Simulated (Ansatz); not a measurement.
# Work function of Sc(0001): what the settings cost and change, part 2 of 2

Aim: the work function of Sc(0001) against thickness and vacuum, with the cost.

Ansatz 0.2.0; plane-wave DFT, PBE, Ansatz PAW.

So far, work function, upper face (eV): step 2 (run, setting 1 layer) 3.64; step 3 (run, 2 atoms) 3.64; step 4 (run, 3 atoms) 3.64; step 5 (slab, 4 atoms) 3.64; step 6 (run, 5 atoms) 3.65.

## (7) Run, 6 atoms

System of this step: Sc(0001). The cell holds 6 atoms: 6 Sc. Its edges and angles: a = 3.310 Å, b = 3.310 Å, c = 31.190 Å, α = 90.0°, β = 90.0°, γ = 60.0°. Vacuum lies along c.

Input file input.yaml:

```yaml
crystal:
  lattice:
    - [3.31, 0.0, 0.0]
    - [1.655, 2.8665440865, 0.0]
    - [0.0, 0.0, 31.19035]
  atoms:
    - { symbol: Sc, position: [0.6666666667, 0.6666666667, 0.2885507857] }
    - { symbol: Sc, position: [0.0, 0.0, 0.3731304714] }
    - { symbol: Sc, position: [0.6666666667, 0.6666666667, 0.4577101571] }
    - { symbol: Sc, position: [0.0, 0.0, 0.5422898429] }
    - { symbol: Sc, position: [0.6666666667, 0.6666666667, 0.6268695286] }
    - { symbol: Sc, position: [0.0, 0.0, 0.7114492143] }
kpoints:
  mp_grid: { grid: [14, 14, 1] }
hamiltonian:
  xc: pbe
scf:
  occupations: { method: fermi_dirac, width: 0.1 }
  convergence: { dr2_threshold: 1.0e-09 }
efield:
  axis: 3
  dipole_correction: true
  ramp_position: 0.97
  ramp_width: 0.06
output:
  write_potential: true
  write_density: true
  volumetric_format: npy
```

The run is started by

```sh
> ansatz run input.yaml --threads 2 --pin off --max-ram 3072MiB --backend cpu --events-out ev --progress --plain --runs-dir out
```

Numbers of over 12 decimals in the logs are rounded to 6 here.

The program printed:

```text
[...]
Crystal: 6 atoms, lattice volume = 295.942 Å³
Basis set: ecut = 420 eV, 5877 PW (Γ)
Bands: 40, of which v1, the nominal top of the filled ones, is band 33 counted from 1 (32 counted from 0)
Symmetry: 6 space group operations
k-points: 24 of 196 (time reversal used)
[...]
k-point 0: bands = [... 29 lower, 1.0722, 3.0384, 3.0459, 3.3628, 3.5194, 3.8548, 4.2485, 4.3184, ... 10 higher]
  k-point 1: bands = [... 29 lower, 1.1685, 3.0459, 3.0574, 3.2893, 3.4768, 3.8330, 4.1687, 4.2134, ... 10 higher]
  k-point 2: bands = [... 29 lower, 1.4381, 3.0211, 3.0285, 3.1445, 3.3988, 3.7892, 3.9383, 3.9500, ... 10 higher]
  k-point 23: bands = [... 29 lower, 2.4217, 2.5103, 2.6047, 2.6773, 2.9014, 3.0117, 3.2426, 3.3381, ... 10 higher]
[key lines of the parts left out:]
SCF converged after 10 iterations
Free energy (F): -12813.546838 eV
Fermi energy:    2.949393 eV
Dipole field:    D = -0.000000 V/Å  (p = -0.000000 e·Å, saw-weighted, corrected)
Work function:   Φ+ = 3.6466 eV   Φ− = 3.6466 eV
```

It took 83 s on 2 threads of Arm Neoverse N1, shared host; peak memory 0.68 GiB; 87 s of CPU time.

The work function is 3.647 eV, +0.001 eV from the run “5 layers”, at 1.4 times its CPU time.

## (8) Run, 8 atoms

System of this step: Sc(0001). The cell holds 8 atoms: 8 Sc. Cell: a = 3.310 Å, b = 3.310 Å, c = 36.466 Å, α = 90.0°, β = 90.0°, γ = 60.0°. Vacuum lies along c.

input.yaml, the sections that differ from step 7:

```yaml
crystal:
  lattice:
    - [3.31, 0.0, 0.0]
    - [1.655, 2.8665440865, 0.0]
    - [0.0, 0.0, 36.46649]
  atoms:
    - { symbol: Sc, position: [0.6666666667, 0.6666666667, 0.2468019269] }
    - { symbol: Sc, position: [0.0, 0.0, 0.3191442335] }
    - { symbol: Sc, position: [0.6666666667, 0.6666666667, 0.3914865401] }
    - { symbol: Sc, position: [0.0, 0.0, 0.4638288467] }
    - { symbol: Sc, position: [0.6666666667, 0.6666666667, 0.5361711533] }
    - { symbol: Sc, position: [0.0, 0.0, 0.6085134599] }
    - { symbol: Sc, position: [0.6666666667, 0.6666666667, 0.6808557665] }
    - { symbol: Sc, position: [0.0, 0.0, 0.7531980731] }
# kpoints, hamiltonian, scf, efield, output: as in step 7
```

The program printed:

```text
[...]
Crystal: 8 atoms, lattice volume = 346.004 Å³
Basis set: ecut = 420 eV, 6877 PW (Γ)
Bands: 53, of which v1, the nominal top of the filled ones, is band 44 counted from 1 (43 counted from 0)
Symmetry: 6 space group operations
k-points: 24 of 196 (time reversal used)
[...]
k-point 0: bands = [... 40 lower, 3.9300, 3.9302, 4.2401, 4.2964, 4.4718, 4.7364, 5.0346, 5.2103, ... 14 higher]
  k-point 1: bands = [... 40 lower, 3.9387, 3.9402, 4.1596, 4.2343, 4.4292, 4.7089, 5.0053, 5.0920, ... 14 higher]
  k-point 2: bands = [... 40 lower, 3.9086, 3.9174, 3.9766, 4.1123, 4.3418, 4.6458, 4.8243, 4.8325, ... 14 higher]
  k-point 23: bands = [... 40 lower, 3.3738, 3.4328, 3.4764, 3.5806, 3.6476, 3.8286, 3.9293, 4.0764, ... 14 higher]
[key lines of the parts left out:]
SCF converged after 10 iterations
Free energy (F): -17085.226448 eV
Fermi energy:    3.837421 eV
Dipole field:    D = 0.000002 V/Å  (p = 0.000003 e·Å, saw-weighted, corrected)
Work function:   Φ+ = 3.6468 eV   Φ− = 3.6469 eV
```

The job ended after 2.4 min (2 threads; peak memory 0.88 GiB; 2.5 min of CPU time).

The work function is 3.647 eV, +0.000 eV from the run “6 layers”, at 1.7 times its CPU time.

## (9) Slab, 10 atoms

System of this step: Sc(0001). The cell holds 10 atoms: 10 Sc. Its edges and angles: a = 3.310 Å, b = 3.310 Å, c = 41.743 Å, α = 90.0°, β = 90.0°, γ = 60.0°. Vacuum lies along c.

input.yaml, the sections that differ from step 8:

```yaml
crystal:
  lattice:
    - [3.31, 0.0, 0.0]
    - [1.655, 2.8665440865, 0.0]
    - [0.0, 0.0, 41.74263]
  atoms:
    - { symbol: Sc, position: [0.6666666667, 0.6666666667, 0.2156069227] }
    - { symbol: Sc, position: [0.0, 0.0, 0.2788053843] }
    - { symbol: Sc, position: [0.6666666667, 0.6666666667, 0.3420038459] }
    - { symbol: Sc, position: [0.0, 0.0, 0.4052023076] }
    - { symbol: Sc, position: [0.6666666667, 0.6666666667, 0.4684007692] }
    - { symbol: Sc, position: [0.0, 0.0, 0.5315992308] }
    - { symbol: Sc, position: [0.6666666667, 0.6666666667, 0.5947976924] }
    - { symbol: Sc, position: [0.0, 0.0, 0.6579961541] }
    - { symbol: Sc, position: [0.6666666667, 0.6666666667, 0.7211946157] }
    - { symbol: Sc, position: [0.0, 0.0, 0.7843930773] }
# kpoints, hamiltonian, scf, efield, output: as in step 8
```

The program printed:

```text
[...]
Crystal: 10 atoms, lattice volume = 396.065 Å³
Basis set: ecut = 420 eV, 7879 PW (Γ)
Bands: 66, of which v1, the nominal top of the filled ones, is band 55 counted from 1 (54 counted from 0)
Symmetry: 6 space group operations
k-points: 24 of 196 (time reversal used)
[...]
k-point 0: bands = [... 51 lower, 4.5939, 4.9021, 4.9214, 5.0130, 5.1789, 5.3962, 5.6352, 5.8627, ... 18 higher]
  k-point 1: bands = [... 51 lower, 4.6033, 4.8192, 4.8488, 4.9562, 5.1359, 5.3653, 5.6121, 5.7459, ... 18 higher]
  k-point 2: bands = [... 51 lower, 4.5792, 4.6208, 4.6951, 4.8389, 5.0419, 5.2902, 5.4845, 5.4941, ... 18 higher]
  k-point 23: bands = [... 51 lower, 4.0734, 4.0964, 4.1609, 4.2074, 4.3045, 4.3671, 4.5155, 4.6049, ... 18 higher]
[key lines of the parts left out:]
SCF converged after 10 iterations
Free energy (F): -21356.905871 eV
Fermi energy:    4.501027 eV
Dipole field:    D = 0.000001 V/Å  (p = 0.000002 e·Å, saw-weighted, corrected)
Work function:   Φ+ = 3.6465 eV   Φ− = 3.6466 eV
```

The job ended after 3 min (2 threads; peak memory 1.1 GiB; 3.9 min of CPU time).

The work function is 3.646 eV, -0.000 eV from the run “8 layers”, at 1.6 times its CPU time.

## (10) Slab, 13 atoms

System of this step: Sc(0001). The cell holds 13 atoms: 13 Sc. Cell: a = 3.310 Å, b = 3.310 Å, c = 49.657 Å, α = 90.0°, β = 90.0°, γ = 60.0°. Vacuum lies along c.

input.yaml, the sections that differ from step 9:

```yaml
crystal:
  lattice:
    - [3.31, 0.0, 0.0]
    - [1.655, 2.8665440865, 0.0]
    - [0.0, 0.0, 49.65684]
  atoms:
    - { symbol: Sc, position: [0.0, 0.0, 0.1812439132] }
    - { symbol: Sc, position: [0.6666666667, 0.6666666667, 0.2343699277] }
    - { symbol: Sc, position: [0.0, 0.0, 0.2874959422] }
    - { symbol: Sc, position: [0.6666666667, 0.6666666667, 0.3406219566] }
    - { symbol: Sc, position: [0.0, 0.0, 0.3937479711] }
    - { symbol: Sc, position: [0.6666666667, 0.6666666667, 0.4468739855] }
    - { symbol: Sc, position: [0.0, 0.0, 0.5] }
    - { symbol: Sc, position: [0.6666666667, 0.6666666667, 0.5531260145] }
    - { symbol: Sc, position: [0.0, 0.0, 0.6062520289] }
    - { symbol: Sc, position: [0.6666666667, 0.6666666667, 0.6593780434] }
    - { symbol: Sc, position: [0.0, 0.0, 0.7125040578] }
    - { symbol: Sc, position: [0.6666666667, 0.6666666667, 0.7656300723] }
    - { symbol: Sc, position: [0.0, 0.0, 0.8187560868] }
# kpoints, hamiltonian, scf, efield, output: as in step 9
```

The program printed:

```text
[...]
Crystal: 13 atoms, lattice volume = 471.157 Å³
Basis set: ecut = 420 eV, 9381 PW (Γ)
Bands: 86, of which v1, the nominal top of the filled ones, is band 72 counted from 1 (71 counted from 0)
Symmetry: 6 space group operations
k-points: 24 of 196 (time reversal used)
[...]
k-point 0: bands = [... 68 lower, 5.6347, 5.6692, 5.7509, 5.8767, 6.0357, 6.2148, 6.3992, 6.5740, ... 24 higher]
  k-point 1: bands = [... 68 lower, 5.5552, 5.5994, 5.6923, 5.8282, 5.9967, 6.1853, 6.3748, 6.4775, ... 24 higher]
  k-point 2: bands = [... 68 lower, 5.3726, 5.4487, 5.5661, 5.7200, 5.9034, 6.1049, 6.2189, 6.2265, ... 24 higher]
  k-point 23: bands = [... 68 lower, 4.8289, 4.8771, 4.8983, 4.9835, 4.9989, 5.1156, 5.1321, 5.2876, ... 24 higher]
[key lines of the parts left out:]
SCF converged after 10 iterations
Free energy (F): -27764.425101 eV
Fermi energy:    5.231899 eV
Dipole field:    D = 0.000000 V/Å  (p = 0.000001 e·Å, saw-weighted, corrected)
Work function:   Φ+ = 3.6467 eV   Φ− = 3.6467 eV
```

It took 4.6 min on 2 threads; peak memory 1.6 GiB.

The work function is 3.647 eV, +0.000 eV from the run “10 layers”, at 1.7 times its CPU time.

## (11) Run, 7 atoms

System of this step: Sc(0001). The cell holds 7 atoms: 7 Sc. Its edges and angles: a = 3.310 Å, b = 3.310 Å, c = 25.828 Å, α = 90.0°, β = 90.0°, γ = 60.0°. Vacuum lies along c.

input.yaml, the sections that differ from step 10:

```yaml
crystal:
  lattice:
    - [3.31, 0.0, 0.0]
    - [1.655, 2.8665440865, 0.0]
    - [0.0, 0.0, 25.82842]
  atoms:
    - { symbol: Sc, position: [0.0, 0.0, 0.1935852058] }
    - { symbol: Sc, position: [0.6666666667, 0.6666666667, 0.2957234705] }
    - { symbol: Sc, position: [0.0, 0.0, 0.3978617353] }
    - { symbol: Sc, position: [0.6666666667, 0.6666666667, 0.5] }
    - { symbol: Sc, position: [0.0, 0.0, 0.6021382647] }
    - { symbol: Sc, position: [0.6666666667, 0.6666666667, 0.7042765295] }
    - { symbol: Sc, position: [0.0, 0.0, 0.8064147942] }
# kpoints, hamiltonian, scf, efield, output: as in step 10
```

The program printed:

```text
[...]
Crystal: 7 atoms, lattice volume = 245.067 Å³
Basis set: ecut = 420 eV, 4851 PW (Γ)
Bands: 47, of which v1, the nominal top of the filled ones, is band 39 counted from 1 (38 counted from 0)
Symmetry: 6 space group operations
k-points: 24 of 196 (time reversal used)
[...]
k-point 0: bands = [... 35 lower, 5.6853, 5.7368, 6.0240, 6.1175, 6.3613, 6.6896, 6.9879, 6.9879, ... 12 higher]
  k-point 1: bands = [... 35 lower, 5.6968, 5.7444, 5.9459, 6.0631, 6.3289, 6.6688, 6.8624, 6.8893, ... 12 higher]
  k-point 2: bands = [... 35 lower, 5.6787, 5.7063, 5.7825, 5.9586, 6.2625, 6.5875, 6.6125, 6.6547, ... 12 higher]
  k-point 23: bands = [... 35 lower, 5.1706, 5.2181, 5.3299, 5.3834, 5.5888, 5.7195, 5.8392, 6.0104, ... 12 higher]
[key lines of the parts left out:]
SCF converged after 10 iterations
Free energy (F): -14949.386922 eV
Fermi energy:    5.618273 eV
Dipole field:    D = 0.000003 V/Å  (p = 0.000004 e·Å, saw-weighted, corrected)
Work function:   Φ+ = 3.6168 eV (in doubt: plateau slope 1.6e-1 eV/Å)   Φ− = 3.6263 eV (in doubt: plateau slope 1.2e-1 eV/Å)
```

It took 51 s on 2 threads; peak memory 0.66 GiB.

The work function is 3.617 eV. The program marks this work function as in doubt.

## (12) Slab, 7 atoms

The cell differs from the one that the last finished run ended in (c 25.828 → 29.828 Å).

input.yaml, the sections that differ from step 11:

```yaml
crystal:
  lattice:
    - [3.31, 0.0, 0.0]
    - [1.655, 2.8665440865, 0.0]
    - [0.0, 0.0, 29.82842]
  atoms:
    - { symbol: Sc, position: [0.0, 0.0, 0.2346755209] }
    - { symbol: Sc, position: [0.6666666667, 0.6666666667, 0.3231170139] }
    - { symbol: Sc, position: [0.0, 0.0, 0.411558507] }
    - { symbol: Sc, position: [0.6666666667, 0.6666666667, 0.5] }
    - { symbol: Sc, position: [0.0, 0.0, 0.588441493] }
    - { symbol: Sc, position: [0.6666666667, 0.6666666667, 0.6768829861] }
    - { symbol: Sc, position: [0.0, 0.0, 0.7653244791] }
# kpoints, hamiltonian, scf, efield, output: as in step 11
```

The program printed:

```text
[...]
Crystal: 7 atoms, lattice volume = 283.020 Å³
Basis set: ecut = 420 eV, 5607 PW (Γ)
Bands: 47, of which v1, the nominal top of the filled ones, is band 39 counted from 1 (38 counted from 0)
Symmetry: 6 space group operations
k-points: 24 of 196 (time reversal used)
[...]
k-point 0: bands = [... 35 lower, 4.4676, 4.4713, 4.7826, 4.8764, 5.1192, 5.4488, 5.7466, 5.7466, ... 12 higher]
  k-point 1: bands = [... 35 lower, 4.4757, 4.4820, 4.7045, 4.8227, 5.0862, 5.4286, 5.6210, 5.6479, ... 12 higher]
  k-point 2: bands = [... 35 lower, 4.4478, 4.4563, 4.5370, 4.7208, 5.0182, 5.3473, 5.3710, 5.4145, ... 12 higher]
  k-point 23: bands = [... 35 lower, 3.9292, 3.9767, 4.0885, 4.1420, 4.3474, 4.4781, 4.5978, 4.7690, ... 12 higher]
[key lines of the parts left out:]
SCF converged after 10 iterations
Free energy (F): -14949.386587 eV
Fermi energy:    4.376836 eV
Dipole field:    D = -0.000001 V/Å  (p = -0.000001 e·Å, saw-weighted, corrected)
Work function:   Φ+ = 3.6463 eV   Φ− = 3.6463 eV
```

It took 60 s on 2 threads; peak memory 0.71 GiB.

The work function is 3.646 eV, +0.030 eV from the run “7 layers, 10 Å of vacuum”, at 1.2 times its CPU time.

## (13) Slab, 7 atoms (run 2)

The cell differs from the one that the last finished run ended in (c 29.828 → 41.828 Å).

input.yaml, the sections that differ from step 12:

```yaml
crystal:
  lattice:
    - [3.31, 0.0, 0.0]
    - [1.655, 2.8665440865, 0.0]
    - [0.0, 0.0, 41.82842]
  atoms:
    - { symbol: Sc, position: [0.0, 0.0, 0.3107934749] }
    - { symbol: Sc, position: [0.6666666667, 0.6666666667, 0.3738623166] }
    - { symbol: Sc, position: [0.0, 0.0, 0.4369311583] }
    - { symbol: Sc, position: [0.6666666667, 0.6666666667, 0.5] }
    - { symbol: Sc, position: [0.0, 0.0, 0.5630688417] }
    - { symbol: Sc, position: [0.6666666667, 0.6666666667, 0.6261376834] }
    - { symbol: Sc, position: [0.0, 0.0, 0.6892065251] }
# kpoints, hamiltonian, scf, efield, output: as in step 12
```

The program printed:

```text
[...]
Crystal: 7 atoms, lattice volume = 396.879 Å³
Basis set: ecut = 420 eV, 7903 PW (Γ)
Bands: 47, of which v1, the nominal top of the filled ones, is band 39 counted from 1 (38 counted from 0)
Symmetry: 6 space group operations
k-points: 24 of 196 (time reversal used)
[...]
k-point 0: bands = [... 35 lower, 2.1663, 2.1688, 2.4807, 2.5745, 2.8173, 3.1469, 3.4447, 3.4447, ... 12 higher]
  k-point 1: bands = [... 35 lower, 2.1744, 2.1795, 2.4026, 2.5208, 2.7842, 3.1267, 3.3191, 3.3460, ... 12 higher]
  k-point 2: bands = [... 35 lower, 2.1461, 2.1542, 2.2350, 2.4190, 2.7162, 3.0454, 3.0691, 3.1126, ... 12 higher]
  k-point 23: bands = [... 35 lower, 1.6273, 1.6748, 1.7865, 1.8401, 2.0455, 2.1762, 2.2959, 2.4671, ... 12 higher]
[key lines of the parts left out:]
SCF converged after 10 iterations
Free energy (F): -14949.386616 eV
Fermi energy:    2.074925 eV
Dipole field:    D = 0.000001 V/Å  (p = 0.000002 e·Å, saw-weighted, corrected)
Work function:   Φ+ = 3.6469 eV   Φ− = 3.6469 eV
```

Wall time 81 s (2 threads); peak memory 0.9 GiB; 2.4 min of CPU time.

The work function is 3.647 eV, +0.001 eV from the run “7 layers, 14 Å of vacuum”, at 1.4 times its CPU time.

## (14) Side by side

Times are for 2 threads of Arm Neoverse N1, shared host. Results by setting:

```
no.                   setting  work function, upper face (eV)     time  memory (GiB)
  1                   1 layer                           3.636     10 s           0.4
  2                  2 layers                           3.640     19 s          0.42
  3                  3 layers                           3.641     33 s          0.47
  4                  4 layers                           3.644     39 s          0.52
  5                  5 layers                           3.646     51 s          0.58
  6                  6 layers                           3.647     83 s          0.68
  7                  8 layers                           3.647  2.4 min          0.88
  8                 10 layers                           3.646    3 min           1.1
  9                 13 layers                           3.647  4.6 min           1.6
 10  7 layers, 10 Å of vacuum                           3.617     51 s          0.66
 11  7 layers, 14 Å of vacuum                           3.646     60 s          0.71
 12  7 layers, 26 Å of vacuum                           3.647     81 s           0.9
```

## (15) A changed input

System of this step: Sc(0001) monolayer. The cell holds 1 atom: 1 Sc. Its edges and angles: a = 3.310 Å, b = 3.310 Å, c = 18.000 Å, α = 90.0°, β = 90.0°, γ = 60.0°. Vacuum lies along c.

An input spoilt on purpose, to show how the run answers: it repeats the earlier run “1 layer” with efield.ramp_width from 0.06 to 0.9, and scf.max_iter set to 75; its output block differs too.

input.yaml, the sections that differ from step 13:

```yaml
crystal:
  lattice:
    - [3.31, 0.0, 0.0]
    - [1.655, 2.8665440865, 0.0]
    - [0.0, 0.0, 18.0]
  atoms:
    - { symbol: Sc, position: [0.6666666667, 0.6666666667, 0.5] }
scf:
  occupations: { method: fermi_dirac, width: 0.1 }
  convergence: { dr2_threshold: 1.0e-09 }
  max_iter: 75
efield:
  axis: 3
  dipole_correction: true
  ramp_position: 0.97
  ramp_width: 0.9
# kpoints, hamiltonian, output: as in step 13
```

The program printed:

```text
Engine: ansatz 0.2.0, aarch64-unknown-linux-gnu
Pseudopotentials: kind: paw
Pseudopotential: Sc, paw, valence charge 11, recommended cutoff 420 eV (normal), Sc.paw.azcp
Functional definition: PBE
  parameter kappa = 0.804
  parameter beta = 0.066725
  exchange = pbe_x(kappa = kappa, mu = beta*pi^2/3)
  correlation = pbe_c(beta = beta)
Crystal: 1 atoms, lattice volume = 170.789 Å³
Basis set: ecut = 420 eV, 3397 PW (Γ)
Bands: 10, of which v1, the nominal top of the filled ones, is band 6 counted from 1 (5 counted from 0)
Symmetry: 12 space group operations
k-points: 24 of 196
Non-local potential: Sc, projectors of the file, l = 0: 3, l = 1: 2, l = 2: 3, l = 3: 1
PAW form: soft (Blöchl's): semilocal exchange-correlation on the pseudo side does not see the compensation charge
PAW one-centre angular grid: Sc, 590 points (default); XC on 64 Gauss nodes
Initial density: superposition of atomic densities (neutral atoms: chi_scale 0, normalization atom), corrected by the library's trained network
Initial wavefunctions: pseudopotential atomic-orbital guess
Functional: x = pbe(κ = 0.804, μ = 0.219515), c = pbe(β = 0.066725)
Error: efield: ion 0 (Sc) at fractional coordinate 0.5000 along the field axis lies inside the sawtooth ramp with 2 of the planes that the density is read on at each end, [0.9540, 0.8860] — the ramp must sit in vacuum (an ion there feels the fictitious reversed slope); set or move the ramp (efield.ramp_position / ramp_width) or move the geometry
```

Run time: 0.34 s. Hardware: 2 threads; peak memory 0.22 GiB.

The input was rejected at the start.

The program's message: “Error: efield: ion 0 (Sc) at fractional coordinate 0.5000 along the field axis lies inside the sawtooth ramp with 2 of the planes that the density is read on at each end, [0.9540, 0.8860] — the ramp m …”

The fault put into the input: a ramp so wide that it reaches the atoms.

## (16) What came out

```json
{
 "work function, 6 layers": "3.647 eV",
 "work function, 13 layers": "3.647 eV",
 "work function, 7 layers, 10 Å of vacuum": "3.617 eV",
 "work function, 7 layers, 26 Å of vacuum": "3.647 eV"
}
```

In words: The thickest slab gives 3.65 eV, and the settings tried spread the value from 3.62 to 3.65 eV. At 18 Å of vacuum, the slabs from 1 layer on stay within 0.02 eV of the thickest. Going from 10 to 26 Å of vacuum moves it by 0.030 eV. The program marks the value as in doubt in “7 layers, 10 Å of vacuum”. The ladder's slabs use the tabulated experimental lattice constant (two decimals; a low-temperature value for the alkali metals). The main runs have no spin polarisation; a magnetic state could lie lower and would change these results. In 2 runs of the series (7 layers, 10 Å of vacuum and 7 layers, 14 Å of vacuum) the program warns that electrons reach the sawtooth's ramp, which makes dipole and work function less sure.

[Logs are printed without paths, hosts, clocks, repeated set-up lines and the standing remarks that a program may print on its own settings, such as how far it seeks lower states.]

[Hosts, paths, dates, database ids (printed as entryN), source tags and the programs' standing remarks are cut or masked in the printed files.]

[Maps of the electrostatic potential energy from Ansatz leave out the sawtooth potential of an applied field or a dipole correction, so their vacuum need not be flat; planar profiles and work functions include it.]
